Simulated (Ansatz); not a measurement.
# (SrO)1(KF)3 [001] superlattice, started as rocksalt type: phonons and vibrational spectra

Wanted: phonon frequencies of (SrO)1(KF)3 [001] superlattice, started as rocksalt type and what follows from them.

Main program and level: Ansatz 0.2.0; DFT PBE, scalar-relativistic, plane waves, PAW.

This is a report of a sequence of runs, with most program output left out.

The structure was built from a prototype and need not be the compound's stable phase.

### 1. Starting point

It takes space group P4/mmm (No. 123, tetragonal). The conventional cell has a = 3.749 Å, b = 3.749 Å, c = 10.605 Å, α = 90.00°, β = 90.00°, γ = 90.00°. F has 5 K at 2.65 Å and 1 Sr at 2.65 Å nearest. Nearest to F lie 6 K at 2.65 Å. Nearest to K lie 5 F at 2.65 Å and 1 O at 2.65 Å. Nearest to K lie 6 F at 2.65 Å. Nearest to O lie 2 K at 2.65 Å and 4 Sr at 2.65 Å. Nearest to Sr lie 4 O at 2.65 Å and 2 F at 2.65 Å. Farther neighbours and most contacts between anions are not listed.

### 2. Bringing the structure to rest

Harmonic phonons are second derivatives at a point where the forces vanish, and they are wanted at zero stress, so atoms and cell are relaxed first.

input.yaml reads:

```yaml
crystal:
  lattice:
    - [2.65125, 2.65125, 0.0]
    - [-2.65125, 2.65125, 0.0]
    - [0.0, 0.0, 10.605]
  atoms:
    - { symbol: F, position: [0.0, 0.0, 0.25] }
    - { symbol: F, position: [0.5, 0.5, 0.5] }
    - { symbol: F, position: [0.0, 0.0, 0.75] }
    - { symbol: K, position: [0.5, 0.5, 0.25] }
    - { symbol: K, position: [0.0, 0.0, 0.5] }
    - { symbol: K, position: [0.5, 0.5, 0.75] }
    - { symbol: O, position: [0.5, 0.5, 0.0] }
    - { symbol: Sr, position: [0.0, 0.0, 0.0] }
kpoints:
  mp_grid: { grid: [6, 6, 2] }
hamiltonian:
  xc: pbe
scf:
  occupations: { method: gaussian, width: 0.02 }
output:
  forces: true
  stress: true
  eigenvalues: true
relax:
  adjacent_minimum: "off"
  f_tol: 0.005
  max_steps: 80
  cell: { stress_tol: 0.05 }
```

Run with:

```
$ ansatz run input.yaml --threads 8 --pin off --max-ram 14336MiB --backend cpu --events-out ev --progress --plain --runs-dir out
```

Elapsed: 8.6 s, on 8 threads of Intel Xeon Platinum 8559C (Emerald Rapids), shared host; peak memory 0.68 GiB.

Step by step:

| step | energy less that of the first step (eV) | largest force component (eV/Å) | pressure (GPa) | volume (Å³) |
| --- | --- | --- | --- | --- |
| 1 | 0.0000 | 0.3465 | 0.45 | 149.09 |
| 2 | -0.0134 | 0.3521 | -0.06 | 151.34 |
| 3 | -0.0427 | 0.0390 | -0.03 | 151.25 |
| 4 | -0.0437 | 0.0014 | 0.02 | 151.24 |
| 5 | -0.0436 | 0.0026 | 0.00 | 151.36 |
| 6* | -0.0494 | 0.0024 | 0.08 | 151.36 |
| 7 | -0.0490 | 0.0027 | 0.00 | 151.71 |
| 8* | -0.0498 | 0.0027 | 0.01 | 151.71 |

Relaxation steps marked * repeat the geometry before them on a plane-wave basis chosen anew for their cell, so energy and pressure can jump there.

Forces are held to the 16 operations that the run works with; a distortion that breaks them can't arise in this run.

| conventional cell, symmetrised | before | after | change |
| --- | --- | --- | --- |
| a (Å) | 3.749 | 3.735 | -0.4 % |
| b (Å) | 3.749 | 3.735 | -0.4 % |
| c (Å) | 10.605 | 10.877 | +2.6 % |
| volume (Å³/atom) | 18.64 | 18.96 | +1.8 % |

The atoms that moved most (Å, as changes of fractional coordinates times the final cell):

| atom | dx | dy | dz | length |
| --- | --- | --- | --- | --- |
| F3 | 0.000 | 0.000 | 0.113 | 0.113 |
| F1 | 0.000 | 0.000 | -0.113 | 0.113 |
| K6 | 0.000 | 0.000 | 0.030 | 0.030 |
| K4 | 0.000 | 0.000 | -0.030 | 0.030 |

A gap read on the k-mesh alone can miss the band edges.

Numbers from this step:

- pressure: 0.005562 GPa
- gap on the k-mesh: 2.794 eV
- volume per atom: 18.96 Å³
- direct gap on mesh: 2.794 eV

In this step the volume went from 18.64 to 18.96 Å³/atom.

### 3. Relaxing to small forces for the phonons

Phonons need a cell at rest on their own settings, so the relaxation is repeated with tight tolerances on forces and stress, using the mesh and the filling of the phonon run that follows.

input.yaml reads:

```yaml
crystal:
  lattice:
    - [2.6407924768, 2.6407924768, 0.0]
    - [-2.6407924768, 2.6407924768, 0.0]
    - [0.0, 0.0, 10.8771144177]
  atoms:
    - { symbol: F, position: [0.0, 0.0, 0.2396187394] }
    - { symbol: F, position: [0.5, 0.5, 0.5] }
    - { symbol: F, position: [0.0, 0.0, 0.7603812606] }
    - { symbol: K, position: [0.5, 0.5, 0.2472358147] }
    - { symbol: K, position: [0.0, 0.0, 0.5] }
    - { symbol: K, position: [0.5, 0.5, 0.7527641853] }
    - { symbol: O, position: [0.5, 0.5, 0.0] }
    - { symbol: Sr, position: [0.0, 0.0, 0.0] }
kpoints:
  mp_grid: { grid: [8, 8, 2] }
hamiltonian:
  xc: pbe
scf:
  occupations: { method: fixed }
output:
  forces: true
  stress: true
  eigenvalues: true
relax:
  adjacent_minimum: "off"
  f_tol: 0.001
  max_steps: 60
  cell: { stress_tol: 0.01 }
```

The job ended after 7.3 s (8 threads; peak memory 0.68 GiB).

Little changed from the start: no atom moved by 0.005 Å and no cell edge by 0.1 %.

This step gave:

* pressure: 6.61e-4 GPa
* gap on the k-mesh: 2.792 eV
* volume per atom: 18.97 Å³
* direct gap on mesh: 2.792 eV

The largest force component left is 0.67 meV/Å and the pressure is 0.001 GPa, within the tolerances set. The cell now holds 18.97 Å³/atom.

### 4. Modes at Γ

The zone centre is the only wavevector solved here; it holds the modes that light can see, as far as symmetry allows. The response to a homogeneous field gives the Born charges and the dielectric tensor, and its change with displacement the Raman tensors.

input.yaml reads:

```yaml
crystal:
  lattice:
    - [2.6401977037, 2.6401977037, 0.0]
    - [-2.6401977037, 2.6401977037, 0.0]
    - [0.0, 0.0, 10.8834815111]
  atoms:
    - { symbol: F, position: [0.0, 0.0, 0.2396754653] }
    - { symbol: F, position: [0.5, 0.5, 0.5] }
    - { symbol: F, position: [0.0, 0.0, 0.7603245347] }
    - { symbol: K, position: [0.5, 0.5, 0.2473101104] }
    - { symbol: K, position: [0.0, 0.0, 0.5] }
    - { symbol: K, position: [0.5, 0.5, 0.7526898896] }
    - { symbol: O, position: [0.5, 0.5, 0.0] }
    - { symbol: Sr, position: [0.0, 0.0, 0.0] }
kpoints:
  mp_grid: { grid: [8, 8, 2] }
hamiltonian:
  xc: pbe
scf:
  occupations: { method: fixed }
output:
  eigenvalues: true
phonons:
  method: dfpt
  dielectric: true
  rigid_motions: translations
  raman: true
```

The job ended after 2 min (8 threads; peak memory 2.4 GiB).

Numbers from this step:

| Property | Result |
| --- | --- |
| sum-rule residual before enforcement | 5.29e-4 eV/Å² |
| miss of the charge sum rule | 0.01265 e |
| estimated error of the dielectric tensor | 0.01333 |
| estimated error of the Born charges | 0.01370 e |
| point group | 4/mmm |
| highest optical mode at the zone centre (no LO-TO term) | 330.2 cm⁻¹ |
| lowest optical zone-centre mode | 61.72 cm⁻¹ |
| mean high-frequency dielectric constant | 2.420 |
| largest Born charge (third of the trace) | 2.256 e |
| mean static dielectric constant | 13.76 |
| top of the zone-centre spectrum with the field | 368.2 cm⁻¹ |

Without the LO-TO term. Patterns of degenerate modes are one choice out of their space. Modes at Γ, with each element's share of the kinetic energy:

| mode | frequency (cm⁻¹) | symmetry | F % | K % | O % | Sr % |
| --- | --- | --- | --- | --- | --- | --- |
| 1 | 0.0 | acoustic | 21 | 42 | 6 | 32 |
| 2 | 0.0 | acoustic | 21 | 42 | 6 | 32 |
| 3 | 0.0 | acoustic | 21 | 42 | 6 | 32 |
| 4 | 61.7 | Eu | 24 | 48 | 2 | 27 |
| 5 | 61.7 | Eu | 24 | 48 | 2 | 27 |
| 6 | 77.8 | Eg | 29 | 71 | 0 | 0 |
| 7 | 77.8 | Eg | 29 | 71 | 0 | 0 |
| 8 | 97.3 | Eu | 17 | 42 | 1 | 40 |
| 9 | 97.3 | Eu | 17 | 42 | 1 | 40 |
| 10 | 108.0 | A2u | 14 | 70 | 4 | 12 |
| 11 | 128.9 | Eu | 1 | 7 | 90 | 2 |
| 12 | 128.9 | Eu | 1 | 7 | 90 | 2 |
| 13 | 139.4 | A1g | 29 | 71 | 0 | 0 |
| 14 | 140.1 | A2u | 68 | 1 | 0 | 31 |
| 15 | 174.3 | A2u | 8 | 76 | 1 | 15 |
| 16 | 202.0 | Eu | 67 | 33 | 0 | 0 |
| 17 | 202.0 | Eu | 67 | 33 | 0 | 0 |
| 18 | 205.0 | A2u | 84 | 8 | 7 | 1 |
| 19 | 214.8 | Eg | 71 | 29 | 0 | 0 |
| 20 | 214.8 | Eg | 71 | 29 | 0 | 0 |
| 21 | 215.0 | Eu | 71 | 28 | 1 | 0 |
| 22 | 215.0 | Eu | 71 | 28 | 1 | 0 |
| 23 | 257.6 | A1g | 71 | 29 | 0 | 0 |
| 24 | 330.2 | A2u | 6 | 2 | 82 | 9 |

Displacements in mode 5 (61.7 cm⁻¹), the largest set to 1:
```
F1   0.00 -0.08  0.00
F2   0.00  1.00  0.00
F3   0.00 -0.08  0.00
K4   0.00 -0.08  0.00
K5   0.00  0.99  0.00
K6   0.00 -0.08  0.00
O7   0.00 -0.29  0.00
Sr8  0.00 -0.50  0.00
```

Displacements in mode 15 (174.3 cm⁻¹), the largest set to 1:
```
F1   0.00  0.00 -0.32
F2   0.00  0.00 -0.48
F3   0.00  0.00 -0.32
K4   0.00  0.00  1.00
K5   0.00  0.00 -0.37
K6   0.00  0.00  1.00
O7   0.00  0.00 -0.27
Sr8  0.00  0.00 -0.44
```

Optical modes at the zone centre, without and with the macroscopic field of the longitudinal modes; each column is sorted by frequency, so a row need not hold one and the same mode. Modes with and without the field, by row:

| rank among optical modes | no field (cm⁻¹) | q along (1, 0, 0) (cm⁻¹) | q along (0, 0, 1) (cm⁻¹) |
| --- | --- | --- | --- |
| 1 | 61.7 | 61.7 | 61.7 |
| 2 | 61.7 | 62.2 | 61.7 |
| 3 | 77.8 | 77.8 | 77.8 |
| 4 | 77.8 | 77.8 | 77.8 |
| 5 | 97.3 | 97.3 | 97.3 |
| 6 | 97.3 | 100.3 | 97.3 |
| 7 | 108 | 108 | 113.3 |
| 8 | 128.9 | 128.9 | 128.9 |
| 9 | 128.9 | 139.4 | 128.9 |
| 10 | 139.4 | 140.1 | 139.4 |
| 11 | 140.1 | 174.3 | 166.9 |
| 12 | 174.3 | 179.7 | 202 |
| 13 | 202 | 202 | 202 |
| 14 | 202 | 205 | 203.5 |
| 15 | 205 | 209.6 | 214.8 |
| 16 | 214.8 | 214.8 | 214.8 |
| 17 | 214.8 | 214.8 | 215 |
| 18 | 215 | 215 | 215 |
| 19 | 215 | 257.6 | 257.6 |
| 20 | 257.6 | 330.2 | 265.1 |
| 21 | 330.2 | 357.9 | 368.2 |

Born charge (rows field, columns displacement) (e), principal values of the symmetric part by kind of site:

| atom | atoms with these values | low | middle | high | mean |
| --- | --- | --- | --- | --- | --- |
| F1 | 2 | -1.27 | -1.13 | -1.13 | -1.18 |
| F2 | 1 | -1.29 | -1.16 | -1.16 | -1.20 |
| K4 | 2 | 1.12 | 1.12 | 1.16 | 1.14 |
| K5 | 1 | 1.16 | 1.16 | 1.26 | 1.20 |
| O7 | 1 | -2.53 | -2.53 | -1.45 | -2.17 |
| Sr8 | 1 | 1.68 | 2.54 | 2.54 | 2.26 |

In full for O7:

```
-2.53  0.00  0.00
 0.00 -2.53  0.00
 0.00  0.00 -1.45
```

High-frequency dielectric tensor:

```
2.49 0.00 0.00
0.00 2.49 0.00
0.00 0.00 2.28
```

Static dielectric tensor (ions relaxed, fixed cell):

```
15.59  0.00  0.00
 0.00 15.59  0.00
 0.00  0.00 10.12
```

Transverse modes. Lines of the infrared spectrum (strongest = 100):

| position (cm⁻¹) | lines merged | relative intensity |
| --- | --- | --- |
| 62 | 1 | 0.7 |
| 78 | 1 | 0.0 |
| 97 | 1 | 11 |
| 108 | 1 | 7.1 |
| 129 | 1 | 100 |
| 139 | 1 | 0.0 |
| 140 | 1 | 31 |
| 174 | 1 | 8.4 |
| 202 | 1 | 29 |
| 205 | 1 | 0.9 |
| 215 | 2 | 26 |
| 258 | 1 | 0.0 |
| 330 | 1 | 8.9 |

Activity x (w_L - w)^4 (n + 1)/w, 532 nm, 300 K; modes without the macroscopic field alone. Lines of the Raman spectrum (strongest = 100):

| position (cm⁻¹) | lines merged | relative intensity |
| --- | --- | --- |
| 62 | 1 | 0.0 |
| 78 | 1 | 11 |
| 97 | 1 | 0.0 |
| 108 | 1 | 0.0 |
| 129 | 1 | 0.0 |
| 139 | 1 | 100 |
| 140 | 1 | 0.0 |
| 174 | 1 | 0.0 |
| 202 | 1 | 0.0 |
| 205 | 1 | 0.0 |
| 215 | 2 | 1.8 |
| 258 | 1 | 44 |
| 330 | 1 | 0.0 |

Before it was imposed, the acoustic sum rule was missed by 5.3e-4 eV/Å² and the charge sum rule by 0.013 e. Small misses are needed for a sound result but don't prove that mesh and cutoff are converged. The lowest optical mode is real, 61.7 cm⁻¹.

### 5. Another isotope, element K, natural mass 39.0983 amu

An isotope changes the mass and not the force constants, so no new electronic calculation is needed; the shifts show which modes move this element.

The same force constants with the mass of K changed from 39.098 to 40.962 u (phonopy, no LO-TO term). Both lists are sorted by frequency; levels can cross, so a row need not hold one and the same mode. Modes under 3 cm⁻¹ are left out. Isotope shifts, by row:

| q | rank | natural mass (cm⁻¹) | changed mass (cm⁻¹) |
| --- | --- | --- | --- |
| 0 0 0 | 4 | 61.72 | 61.03 |
| 0 0 0 | 5 | 61.72 | 61.03 |
| 0 0 0 | 6 | 77.8 | 76.51 |
| 0 0 0 | 7 | 77.8 | 76.51 |
| 0 0 0 | 8 | 97.26 | 96.31 |
| 0 0 0 | 9 | 97.26 | 96.31 |
| 0 0 0 | 10 | 108 | 106.2 |
| 0 0 0 | 11 | 128.9 | 128.7 |
| 0 0 0 | 12 | 128.9 | 128.7 |
| 0 0 0 | 13 | 139.4 | 137.1 |
| 0 0 0 | 14 | 140.1 | 140.1 |
| 0 0 0 | 15 | 174.3 | 171.2 |
| 0 0 0 | 16 | 202 | 200.5 |
| 0 0 0 | 17 | 202 | 200.5 |
| 0 0 0 | 18 | 205 | 204.6 |
| 0 0 0 | 19 | 214.8 | 213.4 |
| 0 0 0 | 20 | 214.8 | 213.4 |
| 0 0 0 | 21 | 215 | 213.6 |
| 0 0 0 | 22 | 215 | 213.6 |
| 0 0 0 | 23 | 257.6 | 255.9 |
| 0 0 0 | 24 | 330.2 | 330 |

A mode of this element alone would shift by -2.30 %. The highest zone-centre frequency without the field goes from 330.2 to 330.0 cm⁻¹ (-0.1 %). The product of the frequency ratios over all optical modes at Γ is 0.836; the product rule, (m/m′)^(3k/2) (M′/M)^(3/2) with k = 3 such atoms and M the mass of the cell, gives 0.836.

### 6. Another isotope, element O, natural mass 15.999 amu

The same for O, from 16.00 to 18.00 u.

A mode of this element alone would shift by -5.72 %. The highest zone-centre frequency without the field goes from 330.2 to 315.0 cm⁻¹ (-4.6 %). The product of the frequency ratios over all optical modes at Γ is 0.847; the product rule, (m/m′)^(3k/2) (M′/M)^(3/2) with k = 1 such atoms and M the mass of the cell, gives 0.847.

### 7. Another isotope, element Sr, natural mass 87.62 amu

The same for Sr, from 87.62 to 85.91 u.

The same force constants with the mass of Sr changed from 87.620 to 85.909 u (phonopy, no LO-TO term). Both lists are sorted by frequency; levels can cross, so a row need not hold one and the same mode. Modes under 3 cm⁻¹ are left out. Isotope shifts, by row:

| q | rank | natural mass (cm⁻¹) | changed mass (cm⁻¹) |
| --- | --- | --- | --- |
| 0 0 0 | 4 | 61.72 | 61.88 |
| 0 0 0 | 5 | 61.72 | 61.88 |
| 0 0 0 | 6 | 77.8 | 77.8 |
| 0 0 0 | 7 | 77.8 | 77.8 |
| 0 0 0 | 8 | 97.26 | 97.65 |
| 0 0 0 | 9 | 97.26 | 97.65 |
| 0 0 0 | 10 | 108 | 108.1 |
| 0 0 0 | 11 | 128.9 | 128.9 |
| 0 0 0 | 12 | 128.9 | 128.9 |
| 0 0 0 | 13 | 139.4 | 139.4 |
| 0 0 0 | 14 | 140.1 | 140.5 |
| 0 0 0 | 15 | 174.3 | 174.5 |
| 0 0 0 | 16 | 202 | 202 |
| 0 0 0 | 17 | 202 | 202 |
| 0 0 0 | 18 | 205 | 205 |
| 0 0 0 | 19 | 214.8 | 214.8 |
| 0 0 0 | 20 | 214.8 | 214.8 |
| 0 0 0 | 21 | 215 | 215 |
| 0 0 0 | 22 | 215 | 215 |
| 0 0 0 | 23 | 257.6 | 257.6 |
| 0 0 0 | 24 | 330.2 | 330.5 |

A mode of this element alone would shift by +0.99 %. The highest zone-centre frequency without the field goes from 330.2 to 330.5 cm⁻¹ (+0.1 %). The product of the frequency ratios over all optical modes at Γ is 1.020; the product rule, (m/m′)^(3k/2) (M′/M)^(3/2) with k = 1 such atoms and M the mass of the cell, gives 1.021.

### 8. What came out

```
space group after relaxation (within 0.01 Å)            : P4/mmm
volume per atom                                         : 19.0 Å³
gap on the k-mesh                                       : 2.79 eV
highest optical mode at the zone centre (no LO-TO term) : 330 cm⁻¹
top of the zone-centre spectrum with the field          : 368 cm⁻¹
lowest optical zone-centre mode                         : 61.7 cm⁻¹
mean high-frequency dielectric constant                 : 2.42
mean static dielectric constant                         : 13.8
largest Born charge (third of the trace)                : 2.26 e
imaginary modes at Γ (the only wavevector solved)       : none
```

**Reading.** The structure is stable against zone-centre distortions, since no mode there is imaginary; other wavevectors were not solved, so zone-boundary instabilities are untested. Without the field, the optical modes at Γ span 62 to 330 cm⁻¹. No dispersion was computed. The highest mode in this list at Γ, 330.2 cm⁻¹, is mostly motion of O (82 % of the kinetic energy). With the macroscopic field of the longitudinal modes the top of the zone-centre spectrum lies at 368 cm⁻¹, against 330 cm⁻¹ without it. Lattice motion raises the mean dielectric constant from 2.420 to 13.76. The strongest infrared line is at 129 cm⁻¹. Averaged over orientations, the strongest Raman line at 532 nm and 300 K is at 139 cm⁻¹. The starting cell was built on a prototype and not taken from a measurement, so the phase need not exist. These are harmonic frequencies at zero temperature: anharmonic shifts, linewidths and thermal expansion are left out.

[Logs are printed without paths, hosts, clocks, repeated set-up lines and the standing remarks that a program may print on its own settings, such as how far it seeks lower states.]

[Hosts, paths, dates, database ids (printed as entryN), source tags and the programs' standing remarks are cut or masked in the printed files.]
